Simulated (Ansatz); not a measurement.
# MgTiTe3 (built on the sites of a database entry of BaTiO3): a soft mode frozen in, part 2 of 3

Which phase does MgTiTe3 (built on the sites of a database entry of BaTiO3) fall into along its unstable mode, and how much energy does it gain?

Ansatz 0.2.0; DFT PBE+D3(BJ), scalar-relativistic, plane waves, PAW.

So far. Step 4 (The mode frozen in, largest atomic shift 0.22 Å): The run ends at a pressure of -0.23 GPa, with forces up to 0.15 eV/Å. Step 5 (Energy along the mode, all amplitudes (two of the runs …): The lowest of the steps tried is at 0.22 Å, 3.45 meV/atom below the parent; the bottom of the well need not coincide with a step.

The structure was built from a prototype and need not be the compound's stable phase.

## Step 6: Relaxing from the distorted cell

Starting from the lowest point found, all atoms and the cell are let go, so that strain and other modes of the same symmetry can join in.

Input file input.yaml:

```yaml
crystal:
  lattice:
    - [5.4777658673, 0.0, 0.0]
    - [0.0, 5.4777658673, 0.0]
    - [0.0, 0.0, 5.4637026632]
  atoms:
    - { symbol: Mg, position: [0.0283990765, 0.0283990765, 0.7694008361] }
    - { symbol: Ti, position: [0.4820539482, 0.4820539482, 0.4898131398] }
    - { symbol: Te, position: [0.4830345049, 0.4830345049, 0.0402955509] }
    - { symbol: Te, position: [0.5275954762, -0.0093072216, 0.6217452365] }
    - { symbol: Te, position: [-0.0093072216, 0.5275954762, 0.6217452365] }
kpoints:
  mp_grid: { grid: [8, 8, 8] }
hamiltonian:
  xc: pbe
  dispersion: d3bj
scf:
  occupations: { method: methfessel_paxton, width: 0.2 }
output:
  forces: true
  stress: true
  eigenvalues: true
relax:
  adjacent_minimum: "off"
  f_tol: 0.002
  max_steps: 120
  cell: { stress_tol: 0.03 }
```

The run is started by

```sh
$ ansatz run input.yaml --threads 8 --pin off --max-ram 14336MiB --backend cpu --events-out ev --progress --plain --runs-dir out
```

Numbers of over 12 decimals in the logs are rounded to 6 here.

Output:

```text
[...]
Crystal: 5 atoms, lattice volume = 163.943 Å³
Basis set: ecut = 420 eV, 3191 PW (Γ), exchange–correlation on 80×80×80 points (8 copies of the dense FFT grid, shifted against one another)
Bands: 42, of which v1, the nominal top of the filled ones, is band 35 counted from 1 (34 counted from 0)
Symmetry: 2 space group operations
[...]
k-points: 150 of 512 (time reversal used)
[...]
SCF iter   1: F=—  HF=-25366.924484 eV  |F-HF|=—  |Δ(HF+E_count)|=         —  Δρ=4.27e-3  dr2=2.49e-2  ethr=1.77e-3  ⟨swp⟩=7.0  Hψ=24850  notcnv=0
[...]
SCF iter   9: F=-25366.920525 eV  HF=-25366.920525 eV  |F-HF|=5.32e-9  |Δ(HF+E_count)|=   5.28e-8  S|Δr|=    0.00e0  Δρ=2.13e-6  dr2=1.37e-8  ethr=1.43e-10  ⟨swp⟩=8.4  Hψ=27513  notcnv=0
SCF 1 converged in 9 iterations: F = -25366.920525 eV  dr2 = 1.37e-8
[...]
relax step   1: F+E_penalty+E_count = -25366.92052455 eV  Δ(F+E_penalty+E_count) = +0.000e0 eV  max|allowed force component| = 1.407e-1 eV/Å  Δτ_max = 0.0000 Å  P = -0.227 GPa  Ω = 163.943 Å³  (9 SCF iters, dr2 threshold 1.00e-7 eV, accepted)
Crystal: 5 atoms, lattice volume = 162.533 Å³
Basis set: ecut = 420 eV, 3167 PW (Γ), exchange–correlation on 80×80×80 points (8 copies of the dense FFT grid, shifted against one another)
[...]
iter 1 solved again at ethr=2.76e-5 eV; its pass at ethr=3.10e-3 eV (dr2=1.93e-2 eV) is discarded
[...]
SCF iter   7: F=-25366.934207 eV  HF=-25366.934207 eV  |F-HF|=1.96e-8  |Δ(HF+E_count)|=   5.97e-7  S|Δr|=    0.00e0  Δρ=1.36e-5  dr2=2.34e-7  ethr=7.14e-10  ⟨swp⟩=5.4  Hψ=31105  notcnv=0
SCF 2 converged in 7 iterations: F = -25366.934207 eV  dr2 = 2.34e-7
relax step   2: F+E_penalty+E_count = -25366.93420672 eV  Δ(F+E_penalty+E_count) = -1.368e-2 eV  max|allowed force component| = 1.081e-1 eV/Å  Δτ_max = 0.0639 Å  P = +0.092 GPa  Ω = 162.533 Å³  energy of the carried Pulay correction = +1.419e-4 eV  (7 SCF iters, dr2 threshold 5.00e-7 eV, accepted)
Crystal: 5 atoms, lattice volume = 160.860 Å³
Basis set: ecut = 420 eV, 3131 PW (Γ), exchange–correlation on 80×80×80 points (8 copies of the dense FFT grid, shifted against one another)
[...]
SCF iter   8: F=-25366.951379 eV  HF=-25366.951378 eV  |F-HF|=3.13e-7  |Δ(HF+E_count)|=   1.69e-6  S|Δr|=    0.00e0  Δρ=8.79e-6  dr2=3.54e-7  ethr=7.14e-10  ⟨swp⟩=4.5  Hψ=29694  notcnv=0
SCF 3 converged in 8 iterations: F = -25366.951379 eV  dr2 = 3.54e-7
relax step   3: F+E_penalty+E_count = -25366.95137877 eV  Δ(F+E_penalty+E_count) = -1.717e-2 eV  max|allowed force component| = 8.646e-2 eV/Å  Δτ_max = 0.0765 Å  P = +0.228 GPa  Ω = 160.860 Å³  energy of the carried Pulay correction = +3.117e-4 eV  (8 SCF iters, dr2 threshold 5.00e-7 eV, accepted)
[... from here on, the SCF cycles and remarks between the steps are left out ...]
relax step   4: F+E_penalty+E_count = -25366.98782212 eV  Δ(F+E_penalty+E_count) = -3.644e-2 eV  max|allowed force component| = 3.043e-1 eV/Å  Δτ_max = 0.1950 Å  P = +0.396 GPa  Ω = 157.436 Å³  energy of the carried Pulay correction = +6.648e-4 eV  (9 SCF iters, dr2 threshold 4.67e-7 eV, accepted)
relax step   5: F+E_penalty+E_count = -25366.90287717 eV  Δ(F+E_penalty+E_count) = +8.494e-2 eV  max|allowed force component| = 5.696e-1 eV/Å  Δτ_max = 0.1940 Å  P = +1.058 GPa  Ω = 154.550 Å³  energy of the carried Pulay correction = +9.683e-4 eV  (7 SCF iters, dr2 threshold 5.00e-7 eV, rejected (line search))
relax step   6: F+E_penalty+E_count = -25367.01581350 eV  Δ(F+E_penalty+E_count) = -2.799e-2 eV  max|allowed force component| = 2.453e-1 eV/Å  Δτ_max = 0.0970 Å  P = -0.264 GPa  Ω = 158.988 Å³  energy of the carried Pulay correction = +5.038e-4 eV  (11 SCF iters, accepted)
relax step   7: F+E_penalty+E_count = -25367.01978887 eV  Δ(F+E_penalty+E_count) = -3.975e-3 eV  max|allowed force component| = 1.943e-1 eV/Å  Δτ_max = 0.1000 Å  P = +0.497 GPa  Ω = 158.588 Å³  energy of the carried Pulay correction = +5.452e-4 eV  (7 SCF iters, dr2 threshold 5.00e-7 eV, accepted)
relax step   8: F+E_penalty+E_count = -25367.02575191 eV  Δ(F+E_penalty+E_count) = -5.963e-3 eV  max|allowed force component| = 4.828e-2 eV/Å  Δτ_max = 0.0297 Å  P = +0.333 GPa  Ω = 159.742 Å³  energy of the carried Pulay correction = +4.262e-4 eV  (6 SCF iters, dr2 threshold 5.00e-7 eV, accepted)
relax step   9: F+E_penalty+E_count = -25367.02762303 eV  Δ(F+E_penalty+E_count) = -1.871e-3 eV  max|allowed force component| = 5.622e-2 eV/Å  Δτ_max = 0.0288 Å  P = -0.020 GPa  Ω = 160.442 Å³  energy of the carried Pulay correction = +3.544e-4 eV  (6 SCF iters, dr2 threshold 4.23e-7 eV, accepted)
relax step  10: F+E_penalty+E_count = -25367.02795740 eV  Δ(F+E_penalty+E_count) = -3.344e-4 eV  max|allowed force component| = 2.685e-2 eV/Å  Δτ_max = 0.0107 Å  P = -0.014 GPa  Ω = 160.340 Å³  energy of the carried Pulay correction = +3.649e-4 eV  (5 SCF iters, dr2 threshold 1.98e-7 eV, accepted)
relax step  11: F+E_penalty+E_count = -25367.02805797 eV  Δ(F+E_penalty+E_count) = -1.006e-4 eV  max|allowed force component| = 5.911e-3 eV/Å  Δτ_max = 0.0061 Å  P = -0.001 GPa  Ω = 160.398 Å³  energy of the carried Pulay correction = +3.589e-4 eV  (6 SCF iters, dr2 threshold 4.50e-8 eV, accepted)
relax step  12: F+E_penalty+E_count = -25367.02810736 eV  Δ(F+E_penalty+E_count) = -4.940e-5 eV  max|allowed force component| = 3.804e-3 eV/Å  Δτ_max = 0.0026 Å  P = +0.003 GPa  Ω = 160.455 Å³  energy of the carried Pulay correction = +3.531e-4 eV  (6 SCF iters, dr2 threshold 2.30e-9 eV, accepted)
relax step  13: F+E_penalty+E_count = -25367.02813941 eV  Δ(F+E_penalty+E_count) = -3.204e-5 eV  max|allowed force component| = 3.787e-3 eV/Å  Δτ_max = 0.0043 Å  P = +0.003 GPa  Ω = 160.538 Å³  energy of the carried Pulay correction = +3.446e-4 eV  (7 SCF iters, dr2 threshold 9.04e-10 eV, accepted)
relax step  14: F+E_penalty+E_count = -25367.02815941 eV  Δ(F+E_penalty+E_count) = -2.000e-5 eV  max|allowed force component| = 2.215e-3 eV/Å  Δτ_max = 0.0029 Å  P = +0.003 GPa  Ω = 160.579 Å³  energy of the carried Pulay correction = +3.403e-4 eV  (6 SCF iters, dr2 threshold 8.96e-10 eV, accepted)
relax step  15: F+E_penalty+E_count = -25367.02817493 eV  Δ(F+E_penalty+E_count) = -1.552e-5 eV  max|allowed force component| = 2.606e-3 eV/Å  Δτ_max = 0.0085 Å  P = +0.001 GPa  Ω = 160.736 Å³  energy of the carried Pulay correction = +3.243e-4 eV  (8 SCF iters, dr2 threshold 3.07e-10 eV, accepted)
relax step  16: F+E_penalty+E_count = -25367.02817562 eV  Δ(F+E_penalty+E_count) = -6.948e-7 eV  max|allowed force component| = 9.736e-4 eV/Å  Δτ_max = 0.0010 Å  P = -0.001 GPa  Ω = 160.758 Å³  energy of the carried Pulay correction = +3.220e-4 eV  (6 SCF iters, dr2 threshold 4.25e-10 eV, accepted)
Basis set: ecut = 420 eV, 3119 PW (Γ), exchange–correlation on 72×72×80 points (8 copies of the dense FFT grid, shifted against one another)
[...]
SCF iter   8: F=-25367.027922 eV  HF=-25367.027922 eV  |F-HF|=1.09e-11  |Δ(HF+E_count)|=  6.18e-11  S|Δr|=    0.00e0  Δρ=3.02e-8  dr2=1.69e-12  ethr=1.00e-12  ⟨swp⟩=6.5  Hψ=31032  notcnv=0
SCF 17 converged in 8 iterations: F = -25367.027922 eV  dr2 = 1.69e-12
relax step  17: F+E_penalty+E_count = -25367.02792157 eV  Δ(F+E_penalty+E_count) = +2.540e-4 eV  max|allowed force component| = 9.098e-4 eV/Å  Δτ_max = 0.0000 Å  P = -0.002 GPa  Ω = 160.758 Å³  stress off target by 5.40e-3 GPa  SCF on the basis re-selected at this cell (its energy is not comparable with the rows above)  (8 SCF iters)
basis re-selected at this cell: Δ(F+E_penalty+E_count) = +2.540e-4 eV, ΔP = -0.001 GPa vs the last step (what re-selecting the basis moved, of the pressure what is left beyond the Pulay correction that the steps carried, after the strain that the cell walked since its last selection, with what the two solves' SCF thresholds leave and, on support functions, any second-order correction that the steps lacked; it is no measure of the basis error at this ecutwfc). The dense FFT grid was sized anew with the basis: this SCF ran on 36×36×40 points, the steps before it on 40×40×40, so part of this shift can come from that change (see relax.cell in the input reference). [rest of the remark cut]
SCF converged after 8 iterations
[...]
Free energy (F): -25367.027922 eV
[...]
Internal energy: -25367.034441 eV  (E = F + TS)
E sigma→0 (E₀):  -25367.029551 eV
Entropy (-TS):   0.006519 eV (1.304 meV/atom)
Fermi energy:    7.159822 eV
[...]
--- Forces (eV/Å), atoms counted from 1 ---
  atom   1  Mg     0.00015398     0.00015398    -0.00058257
  atom   2  Ti     0.00045472     0.00045472    -0.00012345
  atom   3  Te    -0.00006455    -0.00006455     0.00061869
  atom   4  Te     0.00036566    -0.00090979     0.00004383
  atom   5  Te    -0.00090979     0.00036566     0.00004383
  max |Σ_I F_I| component: 3.33e-7 eV/Å
--- Stress (GPa, compression-positive) ---
       -0.002838       0.002565      -0.000376
        0.002565      -0.002838      -0.000376
       -0.000376      -0.000376       0.000198
  P = ⅓ Tr σ = -0.0018 GPa (-0.018 kbar)
--- Band table (eV; the first three rows and the last of 150) ---
  k-point 0: bands = [... 31 lower, 5.7907, 5.9714, 6.2247, 6.3047, 6.9656, 8.0834, 8.2198, 8.3355, ... 3 higher]
  k-point 1: bands = [... 31 lower, 5.6963, 5.8776, 6.2358, 6.3385, 6.9342, 8.0385, 8.2488, 8.5036, ... 3 higher]
  k-point 2: bands = [... 31 lower, 5.3678, 5.8009, 6.1548, 6.4429, 6.9677, 7.9916, 8.3203, 8.6047, ... 3 higher]
  k-point 149: bands = [... 31 lower, 4.9185, 5.9667, 7.3333, 7.6925, 7.8205, 8.0035, 8.1066, 9.4020, ... 3 higher]
--- Relaxed structure (16 steps of the walk, 15 accepted, 1 SCFs on fresh bases) ---
  F+E_penalty+E_count = -25367.02792157 eV   max|allowed force component| = 9.098e-4 eV/Å   (the final SCF, on the basis selected at the relaxed cell)
  cell:  # Å, volume = 160.7585 Å³
    - [5.362817, -0.267427, -0.070631]
    - [-0.267427, 5.362817, -0.070631]
    - [-0.070449, -0.070449, 5.605579]
  atoms:
    - { symbol: Mg, position: [0.068505, 0.068505, 0.795489] }
    - { symbol: Ti, position: [0.470551, 0.470551, 0.503192] }
    - { symbol: Te, position: [0.424860, 0.424860, 0.053058] }
    - { symbol: Te, position: [0.561074, -0.013215, 0.595630] }
    - { symbol: Te, position: [-0.013215, 0.561074, 0.595630] }
```

Elapsed: 3.6 min, on 8 threads of Arm Neoverse V2, shared host; peak memory 1.2 GiB; 29 min of CPU time.

Relaxation path:

| step | energy less that of the first step (eV) | largest force component (eV/Å) | pressure (GPa) | volume (Å³) |
| --- | --- | --- | --- | --- |
| 1 | 0.0000 | 0.1407 | -0.23 | 163.94 |
| 2 | -0.0137 | 0.1081 | 0.09 | 162.53 |
| 3 | -0.0309 | 0.0865 | 0.23 | 160.86 |
| 4 | -0.0673 | 0.3043 | 0.40 | 157.44 |
| 5 | 0.0176 | 0.5696 | 1.06 | 154.55 |
| 6 | -0.0953 | 0.2453 | -0.26 | 158.99 |
| 7 | -0.0993 | 0.1943 | 0.50 | 158.59 |
| 8 | -0.1052 | 0.0483 | 0.33 | 159.74 |
| 9 | -0.1071 | 0.0562 | -0.02 | 160.44 |
| 10 | -0.1074 | 0.0268 | -0.01 | 160.34 |
| 11 | -0.1075 | 0.0059 | 0.00 | 160.40 |
| 12 | -0.1076 | 0.0038 | 0.00 | 160.45 |
| 13 | -0.1076 | 0.0038 | 0.00 | 160.54 |
| 14 | -0.1076 | 0.0022 | 0.00 | 160.58 |
| 15 | -0.1076 | 0.0026 | 0.00 | 160.74 |
| 16 | -0.1077 | 0.0010 | 0.00 | 160.76 |
| 17* | -0.1074 | 0.0009 | 0.00 | 160.76 |

Relaxation steps marked * repeat the geometry before them on a plane-wave basis chosen anew for their cell, so energy and pressure can jump there. Relaxation step 5 was tried and not accepted.

Forces are held to the 2 operations that the run works with; a distortion that breaks them can't arise in this run.

| cell as run | before | after | change |
| --- | --- | --- | --- |
| a (Å) | 5.478 | 5.370 | -2.0 % |
| b (Å) | 5.478 | 5.370 | -2.0 % |
| c (Å) | 5.464 | 5.606 | +2.6 % |
| α (°) | 90.00 | 91.44 | +1.6 % |
| β (°) | 90.00 | 91.44 | +1.6 % |
| γ (°) | 90.00 | 95.70 | +6.3 % |
| volume (Å³/atom) | 32.79 | 32.15 | -1.9 % |

The atoms that moved most (Å, as changes of fractional coordinates times the final cell):

| atom | dx | dy | dz | length |
| --- | --- | --- | --- | --- |
| Te3 | -0.297 | -0.297 | 0.080 | 0.428 |
| Mg1 | 0.203 | 0.203 | 0.141 | 0.319 |
| Te4 | 0.182 | -0.028 | -0.148 | 0.237 |
| Te5 | -0.028 | 0.182 | -0.148 | 0.237 |
| Ti2 | -0.060 | -0.060 | 0.077 | 0.114 |

Final coordinates:

```xyz
5
Lattice="5.3628 -0.2674 -0.0706 -0.2674 5.3628 -0.0706 -0.0704 -0.0704 5.6056" Properties=species:S:1:pos:R:3 pbc="T T T"
Mg    0.2930    0.2930    4.4495
Ti    2.3622    2.3622    2.7542
Te    2.1611    2.1611    0.2374
Te    2.9705   -0.2629    3.3002
Te   -0.2629    2.9705    3.3002
```

This step gave:

```
pressure        : -0.001826 GPa
volume per atom : 32.15 Å³
```

The distorted start has space group Cm; the relaxation ends in Cm.

## Step 7: The new phase in its own primitive cell

The relaxed structure is symmetrised, reduced to its primitive cell and relaxed tightly, as its phonons need.

Input file input.yaml:

```yaml
crystal:
  lattice:
    - [3.6036770263, -3.981183806, 0.0]
    - [3.6036770263, 3.981183806, 0.0]
    - [-0.209477975, 0.0, 5.602549979]
  atoms:
    - { symbol: Mg, position: [0.0685050629, 0.0685050629, 0.7954891263] }
    - { symbol: Ti, position: [0.4705514631, 0.4705514631, 0.5031924578] }
    - { symbol: Te, position: [0.4248601105, 0.4248601105, 0.0530579964] }
    - { symbol: Te, position: [0.5610738987, 0.986785249, 0.5956302097] }
    - { symbol: Te, position: [0.986785249, 0.5610738987, 0.5956302097] }
kpoints:
  mp_grid: { grid: [8, 8, 6] }
hamiltonian:
  xc: pbe
  dispersion: d3bj
scf:
  occupations: { method: methfessel_paxton, width: 0.2 }
output:
  forces: true
  stress: true
  eigenvalues: true
relax:
  adjacent_minimum: "off"
  f_tol: 0.001
  max_steps: 60
  cell: { stress_tol: 0.01 }
```

Output:

```text
[...]
Crystal: 5 atoms, lattice volume = 160.758 Å³
Basis set: ecut = 420 eV, 3119 PW (Γ), exchange–correlation on 72×72×80 points (8 copies of the dense FFT grid, shifted against one another)
Bands: 42, of which v1, the nominal top of the filled ones, is band 35 counted from 1 (34 counted from 0)
Symmetry: 2 space group operations
[...]
cell:  # Å, volume = 161.3112 Å³
    - [3.601834, -3.973129, -0.00962684]
    - [3.601834, 3.973129, -0.00962684]
    - [-0.224337, 2.469788915726916e-18, 5.636694]
  atoms:
    - { symbol: Mg, position: [0.069096, 0.069096, 0.796059] }
    - { symbol: Ti, position: [0.469560, 0.469560, 0.500779] }
    - { symbol: Te, position: [0.426304, 0.426304, 0.053464] }
    - { symbol: Te, position: [0.560187, 0.986629, 0.596349] }
    - { symbol: Te, position: [0.986629, 0.560187, 0.596349] }
[key lines of the parts left out:]
SCF converged after 8 iterations
Free energy (F): -25367.026088 eV
Fermi energy:    7.116159 eV
P = ⅓ Tr σ = 0.0022 GPa (0.022 kbar)
```

It took 81 s on 8 threads; peak memory 1 GiB.

The steps of the relaxation:

| step | energy less that of the first step (eV) | largest force component (eV/Å) | pressure (GPa) | volume (Å³) |
| --- | --- | --- | --- | --- |
| 1 | 0.0000 | 0.0085 | 0.01 | 160.76 |
| 2 | 0.0000 | 0.0020 | 0.00 | 160.83 |
| 3 | 0.0000 | 0.0071 | 0.00 | 160.95 |
| 4 | 0.0000 | 0.0078 | 0.00 | 161.12 |
| 5 | 0.0000 | 0.0054 | -0.01 | 161.33 |
| 6 | 0.0000 | 0.0072 | 0.01 | 161.36 |
| 7 | -0.0001 | 0.0011 | 0.00 | 161.28 |
| 8 | -0.0001 | 0.0006 | 0.00 | 161.31 |
| 9* | -0.0001 | 0.0006 | 0.00 | 161.31 |

Relaxation steps marked * repeat the geometry before them on a plane-wave basis chosen anew for their cell, so energy and pressure can jump there. Relaxation step 6 was tried and not accepted.

Forces are held to the 2 operations that the run works with; a distortion that breaks them can't arise in this run.

| cell as run | before | after | change |
| --- | --- | --- | --- |
| a (Å) | 5.370 | 5.363 | -0.1 % |
| b (Å) | 5.370 | 5.363 | -0.1 % |
| c (Å) | 5.606 | 5.641 | +0.6 % |
| α (°) | 91.44 | 91.63 | +0.2 % |
| β (°) | 91.44 | 91.63 | +0.2 % |
| γ (°) | 95.70 | 95.61 | -0.1 % |
| volume (Å³/atom) | 32.15 | 32.26 | +0.3 % |

The atoms that moved most (Å, as changes of fractional coordinates times the final cell):

| atom | dx | dy | dz | length |
| --- | --- | --- | --- | --- |
| Ti2 | -0.007 | 0.000 | -0.014 | 0.015 |
| Te3 | 0.010 | 0.000 | 0.002 | 0.011 |
| Te5 | -0.004 | -0.003 | 0.004 | 0.006 |
| Te4 | -0.004 | 0.003 | 0.004 | 0.006 |
| Mg1 | 0.004 | 0.000 | 0.003 | 0.005 |

Final coordinates:

```cif
data_structure
_symmetry_space_group_name_H-M 'P 1'
_symmetry_Int_Tables_number 1
_cell_length_a 5.3627
_cell_length_b 5.3627
_cell_length_c 5.6412
_cell_angle_alpha 91.633
_cell_angle_beta 91.633
_cell_angle_gamma 95.612
_cell_volume 161.31
loop_
_atom_site_label
_atom_site_type_symbol
_atom_site_fract_x
_atom_site_fract_y
_atom_site_fract_z
_atom_site_occupancy
Mg1 Mg 0.06910 0.06910 0.79606 1
Ti2 Ti 0.46956 0.46956 0.50078 1
Te3 Te 0.42630 0.42630 0.05346 1
Te4 Te 0.56019 0.98663 0.59635 1
Te5 Te 0.98663 0.56019 0.59635 1
```

This step gave:

```
pressure        : 0.002177 GPa
volume per atom : 32.26 Å³
```

The largest force component left is 0.62 meV/Å and the pressure is 0.002 GPa, within the tolerances set. The cell now holds 32.26 Å³/atom.

(Continued in part 3 of 3.)

[Logs are printed without paths, hosts, clocks, repeated set-up lines and the standing remarks that a program may print on its own settings, such as how far it seeks lower states.]

[Hosts, paths, dates, database ids (printed as entryN), source tags and the programs' standing remarks are cut or masked in the printed files.]
